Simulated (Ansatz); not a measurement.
# Zr2NO2 monolayer: from the cell to its phonons, part 2 of 3

How does Zr2NO2 monolayer vibrate, and is this structure a minimum?

Ansatz 0.2.0; DFT LDA, scalar-relativistic, plane waves, PAW.

So far. Step 2 (Rough relaxation): The program solves this slab on a cell height of its own, 32.6 Å, in place of the one typed.

## 4. Tight relaxation

Phonons need a cell at rest on their own settings, so the relaxation is repeated with tight tolerances on forces and stress on the k mesh and occupations of the first response run.

Contents of input.yaml:

```yaml
crystal:
  lattice:
    - [3.2106980389, 0.0, 0.0]
    - [-1.6053490195, 2.7805460656, 0.0]
    - [0.0, 0.0, 32.6]
  atoms:
    - { symbol: "N", position: [0.0, 0.0, 0.3067484663] }
    - { symbol: Zr, position: [0.3333333333, 0.6666666667, 0.3476689979] }
    - { symbol: Zr, position: [0.6666666667, 0.3333333333, 0.2658279346] }
    - { symbol: O, position: [0.6666666667, 0.3333333333, 0.3770104053] }
    - { symbol: O, position: [0.3333333333, 0.6666666667, 0.2364865272] }
  periodic: [true, true, false]
kpoints:
  mp_grid: { grid: [12, 12, 1] }
hamiltonian:
  xc: lda
scf:
  occupations: { method: methfessel_paxton, width: 0.15 }
output:
  forces: true
  stress: true
  eigenvalues: true
  write_density: true
  write_potential: true
  elf: true
  volumetric_format: npy
relax:
  adjacent_minimum: "off"
  f_tol: 0.001
  max_steps: 60
  cell: { stress_2d_tol: 0.002 }
```

Command:

```console
ansatz run input.yaml --threads 8 --pin off --max-ram 14336MiB --backend cpu --events-out ev --progress --plain --runs-dir out
```

Numbers of over 12 decimals in the logs are rounded to 6 here.

The log of the run:

```text
[...]
Crystal: 5 atoms, lattice volume = 291.036 Å³
Basis set: ecut = 420 eV, 5761 PW (Γ)
Bands: 26, of which v1, the nominal top of the filled ones, is band 21 counted from 1 (20 counted from 0)
Symmetry: 12 space group operations
[...]
k-points: 19 of 144
[...]
cell:  # Å, volume = 291.0222 Å³
    - [3.210620, 2.8866937098749764e-11, 0]
    - [-1.605310, 2.780479, 0]
    - [0, 0, 32.6]
  atoms:
    - { symbol: N, position: [0, 0, 0.306748] }
    - { symbol: Zr, position: [0.333333, 0.666667, 0.347667] }
    - { symbol: Zr, position: [0.666667, 0.333333, 0.265830] }
    - { symbol: O, position: [0.666667, 0.333333, 0.377017] }
    - { symbol: O, position: [0.333333, 0.666667, 0.236480] }
[key lines of the parts left out:]
SCF converged after 6 iterations
Free energy (F): -9647.534094 eV
Fermi energy:    -4.994273 eV
P = ½ c Tr σ = -0.0005 N/m
```

Elapsed: 8.6 s, on 8 threads of Arm Neoverse V1, shared host; peak memory 0.87 GiB; 57 s of CPU time.

Little changed from the start: no atom moved by 0.005 Å and no cell edge by 0.1 %.

ELF in the ac plane at fractional y = 0.333, with atoms of Zr and O within 0.2 Å of it. It is the smooth field of the valence electrons, not physical close to the nuclei.

Ten even steps from '0' (0.00) to '9' (0.76), each cell a mean:
```
00000000000000000
00000000000000000
00000000000000000
00000000000000000
00000000000000000
00000000000000000
00000000000000000
00000000000000000
00000000000000000
00000000000000000
00000000000000000
00000000000000000
00000000000000000
00000000111221110
41000258999889997
22343223466666542
45666543222222223
12332226998669984
46777532123332212
00110000000000000
00000000000000000
00000000000000000
00000000000000000
00000000000000000
```
Columns run along a (3.2 Å), rows up along c (32.6 Å). Atoms in or near the plane, at fractional coordinates: Zr at (0.67, 0.27), O at (0.67, 0.38).

Electrostatic potential energy in the ac plane at fractional y = 0.333, with atoms of Zr and O within 0.2 Å of it. With pseudopotentials it is smooth inside the atoms' cores, unlike the true potential.

Values in eV, 24 rows by 14 columns, each cell a mean:
```
  0   0   0   0   0   0   0   0   0   0   0   0   0   0
  0   0   0   0   0   0   0   0   0   0   0   0   0   0
  0   0   0   0   0   0   0   0   0   0   0   0   0   0
  0   0   0   0   0   0   0   0   0   0   0   0   0   0
  0   0   0   0   0   0   0   0   0   0   0   0   0   0
  0   0   0   0   0   0   0   0   0   0   0   0   0   0
  0   0   0   0   0   0   0   0   0   0   0   0   0   0
  0   0   0   0   0   0   0   0   0   0   0   0   0   0
  0   0   0   0   0   0   0   0   0   0   0   0   0   0
  0   0   0   0   0   0   0   0   0   0   0   0   0   0
  0   0   0   0   0   0   0   0   0   0   0   0   0   0
  0   0   0   0   0   0   0   0   0   0   0   0   0   0
  0   0   0   0   0   0   0   0   0   0   0   0   0   0
  0   0   0   0   0   0   0   0   0   0   0   0   0   0
 -3  -3  -4  -4  -3  -3  -6 -14 -20 -21 -21 -18 -10  -3
-14 -18 -20 -20 -16 -12 -10 -12 -15 -16 -16 -14 -11 -11
 -8  -8  -8  -8  -8  -8  -8 -10 -11 -12 -11 -10  -9  -8
-13  -8  -7  -7 -10 -19 -29 -33 -34 -34 -34 -34 -32 -24
 -4  -3  -3  -3  -4  -5  -7 -10 -13 -14 -13 -12  -9  -6
  0   0   0   0   0   0   0   0  -1  -1  -1   0   0   0
  0   0   0   0   0   0   0   0   0   0   0   0   0   0
  0   0   0   0   0   0   0   0   0   0   0   0   0   0
  0   0   0   0   0   0   0   0   0   0   0   0   0   0
  0   0   0   0   0   0   0   0   0   0   0   0   0   0
```
Columns run along a (3.2 Å; values clipped at the 3rd and 97th percentile), rows up along c (32.6 Å). Atoms in or near the plane, at fractional coordinates: Zr at (0.67, 0.27), O at (0.67, 0.38).

Valence density in the ac plane at fractional y = 0.333, with atoms of Zr and O within 0.2 Å of it. It is the smooth field of the valence electrons, not physical close to the nuclei.

Ten steps, logarithmic in the rise over the least value, from '_' (0.0 e/Å³) to '@' (3.6 e/Å³), each cell a mean:
```
__________________________________
__________________________________
__________________________________
__________________________________
__________________________________
__________________________________
__________________________________
__________________________________
__________________________________
__________________________________
__________________________________
__________________________________
__________________________________
__________________________________
--::::::::----++**%%@@@@@@@@##**==
++++******++++++**##%%%%%%##**++++
++++++++++++========++++++========
++==========++##%%@@@@@@@@@@@@%%**
==============--====++++++++====--
__________________________________
__________________________________
__________________________________
__________________________________
__________________________________
```
Columns run along a (3.2 Å), rows up along c (32.6 Å). Atoms in or near the plane, at fractional coordinates: Zr at (0.67, 0.27), O at (0.67, 0.38).

The largest force component left is 0.072 meV/Å, within the tolerances set.

## 5. Zone-centre response

The zone centre comes first: it holds the modes that light can see, as far as symmetry allows. No field response is asked, since the mesh shows no gap.

Contents of input.yaml:

```yaml
crystal:
  lattice:
    - [3.2106202781, 0.0, 0.0]
    - [-1.6053101391, 2.7804787227, 0.0]
    - [0.0, 0.0, 32.6]
  atoms:
    - { symbol: "N", position: [0.0, 0.0, 0.3067484663] }
    - { symbol: Zr, position: [0.3333333333, 0.6666666667, 0.347667417] }
    - { symbol: Zr, position: [0.6666666667, 0.3333333333, 0.2658295155] }
    - { symbol: O, position: [0.6666666667, 0.3333333333, 0.3770165888] }
    - { symbol: O, position: [0.3333333333, 0.6666666667, 0.2364803437] }
  periodic: [true, true, false]
kpoints:
  mp_grid: { grid: [12, 12, 1] }
hamiltonian:
  xc: lda
scf:
  occupations: { method: methfessel_paxton, width: 0.15 }
output:
  eigenvalues: true
phonons:
  method: dfpt
```

The log of the run:

```text
Warning: crystal.symmetry: narrowed to the stabiliser of the run's FFT grids — unitary ops 12 → 6. A phonons.method: dfpt run fills in the rows of the dynamical matrix that it does not solve by its symmetry operations, which is exact only for operations that map its FFT grids onto themselves: filled in by any other, the frequencies could depend on the order in which like atoms are typed, or, by more than the grids' own error, on where the crystal sits among the grids' points. Excluded: 6 operations. The run can therefore solve more perturbations, solve them on more k-points, or both, and cost more. [rest of the remark cut]
[...]
Crystal: 5 atoms, lattice volume = 291.022 Å³
Basis set: ecut = 420 eV, 5761 PW (Γ), exchange–correlation on 48×48×450 points (8 copies of the dense FFT grid, shifted against one another)
Bands: 26, of which v1, the nominal top of the filled ones, is band 21 counted from 1 (20 counted from 0)
Symmetry: 12 space group operations
k-points: 43 of 144 (irreducible under 2 space group operations, time reversal used)
[...]
SCF iter   1: F=—  HF=-9647.561279 eV  |F-HF|=—  |Δ(HF+E_count)|=         —  Δρ=6.83e-3  dr2=1.39e-1  ethr=1.77e-3  ⟨swp⟩=11.4  Hψ=8172  notcnv=0
[...]
SCF iter  10: F=-9647.533962 eV  HF=-9647.533962 eV  |F-HF|=1.82e-10  |Δ(HF+E_count)|=  6.20e-10  S|Δr|=    0.00e0  Δρ=7.16e-8  dr2=8.39e-12  ethr=1.00e-12  ⟨swp⟩=18.2  Hψ=10728  notcnv=0
SCF 1 converged in 10 iterations: F = -9647.533962 eV  dr2 = 8.39e-12
[...]
DFPT response loops at Γ: preconditioner auto → none (partly filled bands, converged f_vac=0.769); β = 0.50; Broyden in place of MSR1
SCF converged after 10 iterations
[...]
Free energy (F): -9647.533962 eV
[...]
Internal energy: -9647.528165 eV  (E = F + TS)
E sigma→0 (E₀):  -9647.532513 eV
Entropy (-TS):   -0.005797 eV (-1.159 meV/atom)
Fermi energy:    -4.994326 eV
[...]
--- Band table (eV; the first three rows and the last of 43) ---
  k-point 0: bands = [... 17 lower, -8.6193, -8.1046, -8.1046, -4.5442, -4.5442, -4.1557, -2.8306, -2.8306, ... 1 higher]
  k-point 1: bands = [... 17 lower, -8.5441, -8.4211, -8.2660, -4.6089, -4.3093, -4.1669, -2.7917, -2.6616, ... 1 higher]
  k-point 2: bands = [... 17 lower, -9.3391, -8.5899, -8.2781, -4.9975, -3.8409, -3.7971, -2.5826, -2.4314, ... 1 higher]
  k-point 42: bands = [... 17 lower, -9.5953, -9.0412, -9.0249, -4.5563, -3.7598, -2.7263, -2.4725, -1.7244, ... 1 higher]
--- Phonons (Γ-DFPT): 10 representative perturbations + reference, on 43 of 144 k-points (Σ response iterations 52) ---
  ASR residual: 1.015e-4 → 0.000e0 eV/Å²; symmetrization residual: 2.029e-5 eV/Å²
  The last average, over the group as it would stand without the narrowing to the FFT grids, took up to 1.503e-6 eV/Å² of the zone centre's force constants
  ASR residual per site (eV/Å²): 2.79e-5 1.02e-4 9.94e-5 5.10e-5 5.31e-5
  Γ frequencies (cm⁻¹): 0.00 0.00 0.00 84.55 84.55 233.45 289.14 289.14 388.48 388.48 489.94 489.94 535.36 542.21 602.78
  non-analytic LO–TO correction: not included (Born effective charges unavailable; polar crystals: no LO–TO splitting at Γ)
```

It took 71 s on 8 threads; peak memory 1.6 GiB.

This step gave:

| Property | Result |
| --- | --- |
| sum-rule residual before enforcement | 1.02e-4 eV/Å² |
| point group | -3m |
| highest optical mode at the zone centre (no LO-TO term) | 602.8 cm⁻¹ |
| lowest optical zone-centre mode | 84.55 cm⁻¹ |

Patterns of degenerate modes are one choice out of their space. The modes at Γ (shares of kinetic energy by element, %):

| mode | frequency (cm⁻¹) | symmetry | N % | Zr % | O % |
| --- | --- | --- | --- | --- | --- |
| 1 | 0.0 | acoustic | 6 | 80 | 14 |
| 2 | 0.0 | acoustic | 6 | 80 | 14 |
| 3 | 0.0 | acoustic | 6 | 80 | 14 |
| 4 | 84.5 | Eg | 0 | 100 | 0 |
| 5 | 84.5 | Eg | 0 | 100 | 0 |
| 6 | 233.4 | A1g | 0 | 81 | 19 |
| 7 | 289.1 | Eg | 0 | 0 | 100 |
| 8 | 289.1 | Eg | 0 | 0 | 100 |
| 9 | 388.5 | Eu | 13 | 20 | 68 |
| 10 | 388.5 | Eu | 13 | 20 | 68 |
| 11 | 489.9 | Eu | 81 | 1 | 18 |
| 12 | 489.9 | Eu | 81 | 1 | 18 |
| 13 | 535.4 | A2u | 23 | 5 | 72 |
| 14 | 542.2 | A1g | 0 | 19 | 81 |
| 15 | 602.8 | A2u | 71 | 15 | 14 |

Displacements in mode 4 (84.5 cm⁻¹), the largest set to 1:
```
N1   0.00  0.00  0.00
Zr2 -0.12  1.00  0.00
Zr3  0.12 -1.00  0.00
O4  -0.02  0.16  0.00
O5   0.02 -0.16  0.00
```

Displacements in mode 13 (535.4 cm⁻¹), the largest set to 1:
```
N1   0.00  0.00 -0.85
Zr2  0.00  0.00 -0.11
Zr3  0.00  0.00 -0.11
O4   0.00  0.00  1.00
O5   0.00  0.00  1.00
```

Before it was imposed, the acoustic sum rule was missed by 1.0e-4 eV/Å². Small misses are needed for a sound result but don't prove that mesh and cutoff are converged. The lowest optical mode is real, 84.5 cm⁻¹.

(Continued in part 3 of 3.)

[Logs are printed without paths, hosts, clocks, repeated set-up lines and the standing remarks that a program may print on its own settings, such as how far it seeks lower states.]

[Hosts, paths, dates, database ids (printed as entryN), source tags and the programs' standing remarks are cut or masked in the printed files.]
